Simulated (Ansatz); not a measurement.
# Fe wire along [100], 12 atoms a period: bands along the axis, part 2 of 2

What gap, if any, does the Fe wire along [100], 12 atoms a period have, and how many channels would it open?

Ansatz 0.2.0; DFT PBE, plane waves, PAW; relaxation of a wire's period; PAW set soft_1 (the session's first sound run).

So far: The starting structure; The relaxed wire.

### Step 2. The relaxed wire (continued)

Relaxation path:

```
step  energy less that of the first step (eV)  largest force component (eV/Å)  pressure (GPa)  volume (Å³)
   1                                   0.0000                          0.4611           -1.95       439.36
   2                                  -0.1620                          0.2348           -0.83       430.07
   3                                  -0.2088                          0.0717            0.20       418.73
   4                                  -0.2111                          0.0259           -0.04       420.05
  5*                                  -0.2023                          0.0261           -0.03       420.05
```

Relaxation steps marked * repeat the geometry before them on a plane-wave basis chosen anew for their cell, so energy and pressure can jump there.

The run keeps the 16 symmetry operations that it works with, so distortions that break them were not tested.

```
cell as run  before  after  change
      c (Å)   2.830  2.706  -4.4 %
```

The atoms that moved most (Å, along periodic axes as changes of fractional coordinates times the final cell, across vacuum about the mean position):

```
atom      dx      dy     dz  length
 Fe5   0.029   0.000  0.000   0.029
Fe10   0.000   0.029  0.000   0.029
 Fe9   0.000  -0.029  0.000   0.029
 Fe2  -0.029   0.000  0.000   0.029
 Fe7  -0.008   0.002  0.000   0.008
 Fe1   0.002  -0.008  0.000   0.008
 Fe8  -0.008  -0.002  0.000   0.008
 Fe4  -0.002  -0.008  0.000   0.008
```

The relaxed structure:

```cif
data_structure
_symmetry_space_group_name_H-M 'P 1'
_symmetry_Int_Tables_number 1
_cell_length_a 12.4600
_cell_length_b 12.4600
_cell_length_c 2.7056
_cell_angle_alpha 90.000
_cell_angle_beta 90.000
_cell_angle_gamma 90.000
_cell_volume 420.05
loop_
_atom_site_label
_atom_site_type_symbol
_atom_site_fract_x
_atom_site_fract_y
_atom_site_fract_z
_atom_site_occupancy
Fe1 Fe 0.38657 0.27221 0.00000 1
Fe2 Fe 0.38407 0.50000 0.00000 1
Fe3 Fe 0.38657 0.72779 0.00000 1
Fe4 Fe 0.61343 0.27221 0.00000 1
Fe5 Fe 0.61593 0.50000 0.00000 1
Fe6 Fe 0.61343 0.72779 0.00000 1
Fe7 Fe 0.27221 0.38657 0.50000 1
Fe8 Fe 0.27221 0.61343 0.50000 1
Fe9 Fe 0.50000 0.38407 0.50000 1
Fe10 Fe 0.50000 0.61593 0.50000 1
Fe11 Fe 0.72779 0.38657 0.50000 1
Fe12 Fe 0.72779 0.61343 0.50000 1
```

This step gave:

* energy at zero smearing: -53754.6750 eV
* total moment: 33.48 μB
* absolute moment: 34.59 μB
* cell length along the wire: 2.706 Å

Site moment by atom:

```
atom  site moment (μB)
 Fe1              2.83
 Fe2              2.37
 Fe3              2.83
 Fe4              2.83
 Fe5              2.37
 Fe6              2.83
 Fe7              2.83
 Fe8              2.83
 Fe9              2.37
Fe10              2.37
Fe11              2.83
Fe12              2.83
```

The cell's length comes to 2.706 Å with an absolute moment of 34.59 μB a cell.

### Step 3. The wire at its relaxed period

This step: DFT PBE, plane waves, PAW; bands of a perfect wire; PAW set soft_1 (Ansatz 0.2.0).

At the relaxed period the bands are computed along the axis; those that cross an energy going forward count the channels that a perfect wire would open there.

File input.yaml:

```yaml
crystal:
  lattice:
    - [12.46, 0.0, 0.0]
    - [0.0, 12.46, 0.0]
    - [0.0, 0.0, 2.7056263948]
  atoms:
    - { symbol: Fe, position: [0.386570246, 0.272210578, 0.0], spin: 2.83 }
    - { symbol: Fe, position: [0.384073548, 0.5, 0.0], spin: 2.37 }
    - { symbol: Fe, position: [0.386570246, 0.727789422, 0.0], spin: 2.83 }
    - { symbol: Fe, position: [0.613429754, 0.272210578, 0.0], spin: 2.83 }
    - { symbol: Fe, position: [0.615926452, 0.5, 0.0], spin: 2.37 }
    - { symbol: Fe, position: [0.613429754, 0.727789422, 0.0], spin: 2.83 }
    - { symbol: Fe, position: [0.272210578, 0.386570246, 0.5], spin: 2.83 }
    - { symbol: Fe, position: [0.272210578, 0.613429754, 0.5], spin: 2.83 }
    - { symbol: Fe, position: [0.5, 0.384073548, 0.5], spin: 2.37 }
    - { symbol: Fe, position: [0.5, 0.615926452, 0.5], spin: 2.37 }
    - { symbol: Fe, position: [0.727789422, 0.386570246, 0.5], spin: 2.83 }
    - { symbol: Fe, position: [0.727789422, 0.613429754, 0.5], spin: 2.83 }
magnetization:
  spin_polarized: true
kpoints:
  mp_grid: { grid: [1, 1, 30] }
  band_path: { path: ["Γ", Z], npoints: 90 }
scf:
  occupations: { method: fermi_dirac, width: 0.05 }
hamiltonian:
  xc: pbe
  pseudopotentials: { kind: paw, azcp: { folder: soft_1 } }
output:
  dos: { e_range: [-5, 4] }
  write_potential: true
  write_density: true
  volumetric_format: npy
```

Started as:

```
$ ansatz run input.yaml --threads 4 --pin off --max-ram 16384MiB --backend cpu --events-out ev --progress --plain --runs-dir out
```

Numbers of over 12 decimals in the logs are rounded to 6 here.

What it wrote:

```text
[...]
Crystal: 12 atoms, lattice volume = 420.053 Å³
Basis set: ecut = 420 eV, 8265 PW (Γ)
Bands: 135, of which v1, the nominal top of the filled ones, is band 96 counted from 1 (95 counted from 0)
Symmetry: 16 space group operations
[...]
k-points: 16 of 30
[...]
Starting moments: Σ|m| = 32.12 μB on 12 of 12 sites
[...]
SCF iter   1: F=—  HF=-53751.933511 eV  |F-HF|=—  |Δ(HF+E_count)|=         —  Δρ=4.56e-2 (↑2.62e-2 ↓4.56e-2)  dr2=4.29e1  dr2_m=3.81e0  M=34.020 μB ∫|m|=34.260 μB  β_m=0.30  ethr=3.10e-3  ⟨swp⟩=8.4  Hψ=20295  notcnv=0  defer=157
[...]
SCF iter  14: F=-53754.731833 eV  HF=-53754.731833 eV  |F-HF|=4.09e-8  |Δ(HF+E_count)|=   5.08e-8  Δρ=1.43e-6 (↑1.24e-6 ↓1.43e-6)  dr2=4.54e-8  dr2_m=6.04e-10  M=33.488 μB ∫|m|=34.598 μB  ethr=1.24e-11  ⟨swp⟩=11.8  Hψ=21751  notcnv=0
SCF 1 converged in 14 iterations: F = -53754.731833 eV  dr2 = 4.54e-8
[...]
WARN: The output density's exchange-correlation potential varies sharply where the density is thin. Do not read a vacuum level from v_tot or v_xc, or from such a field of the output density. On a cell that repeats whose density bears no net charge and no dipole along the vacuum's axis use v_es (v_loc + v_h of the components); under efield.dipole_correction with no amplitude use v_es + v_field, which holds any externa [...]
NSCF: frozen V_eff on 91 k-points
SCF converged after 14 iterations
Magnetization: 33.4879 μB (112.7439 up, 79.2561 down)
Absolute magnetization: 34.6013 μB (∫|ρ↑−ρ↓|, with the PAW one-centre terms)
[...]
Per-site moments (μB) at R_I (Å): [(2.829917, 0.990888), (2.376856, 0.990888), (2.829917, 0.990888), (2.829917, 0.990888), (2.376856, 0.990888), (2.829917, 0.990888), (2.829917, 0.990888), (2.829917, 0.990888), (2.376856, 0.990888), (2.376856, 0.990888), (2.829917, 0.990888), (2.829917, 0.990888)]
Free energy (F): -53754.731833 eV
[...]
Internal energy: -53754.610938 eV  (E = F + TS)
E sigma→0 (E₀):  -53754.671386 eV
Entropy (-TS):   -0.120895 eV (-10.075 meV/atom)
Fermi energy:    3.589085 eV
[...]
--- Band table (eV; the first three rows and the last of 32) ---
  k-point 0 ↑: bands = [... 92 lower, 1.7800, 1.8234, 1.8714, 1.8714, 1.9024, 2.1187, 2.1187, 2.1781, ... 35 higher]
  k-point 1 ↑: bands = [... 92 lower, 1.7788, 1.8699, 1.8699, 1.9057, 1.9072, 2.1314, 2.1314, 2.1805, ... 35 higher]
  k-point 2 ↑: bands = [... 92 lower, 1.7875, 1.8683, 1.8683, 1.9088, 2.0316, 2.1477, 2.1613, 2.1613, ... 35 higher]
  k-point 15 ↓: bands = [... 92 lower, 5.1364, 5.1364, 5.1929, 5.1929, 5.2767, 5.2767, 5.3075, 5.3075, ... 35 higher]
```

The job ended after 1.8 min (4 threads of Intel Xeon Platinum 8488C (Sapphire Rapids), shared host; peak memory 4.6 GiB).

The column dr2 measures how far the density is from self-consistency, as an energy; F and HF (Harris–Foulkes) agree once it is small.

This step gave:

```yaml
energy_at_zero_smearing: -53754.6714 eV
total_moment: 33.49 μB
absolute_moment: 34.60 μB
band_gap: 0 eV
```

Between Γ and Z the bands cross the Fermi level 18 times, so a perfect wire would conduct at least 9 G₀, with an absolute moment of 34.60 μB a cell.

### Step 4. Results

* cell length, PBE: 2.706 Å
* absolute moment, PBE: 34.6 μB
* ballistic conductance by band crossings, a lower bound, PBE: 9 G₀

In words: Under PBE the cell's length is 2.71 Å, the absolute moment is 34.60 μB a cell, and the bands cross the Fermi level 18 times between Γ and Z, which gives a perfect wire at least 9 G₀ (opposite crossings within one step of the path cancel in such a count). In the perfect wire the moments were started parallel, and no opposed start was run. No search over magnetic orders was made; another may lie lower.

[Logs are printed without paths, hosts, clocks, repeated set-up lines and the standing remarks that a program may print on its own settings, such as how far it seeks lower states.]

[Hosts, paths, dates, database ids (printed as entryN), source tags and the programs' standing remarks are cut or masked in the printed files.]
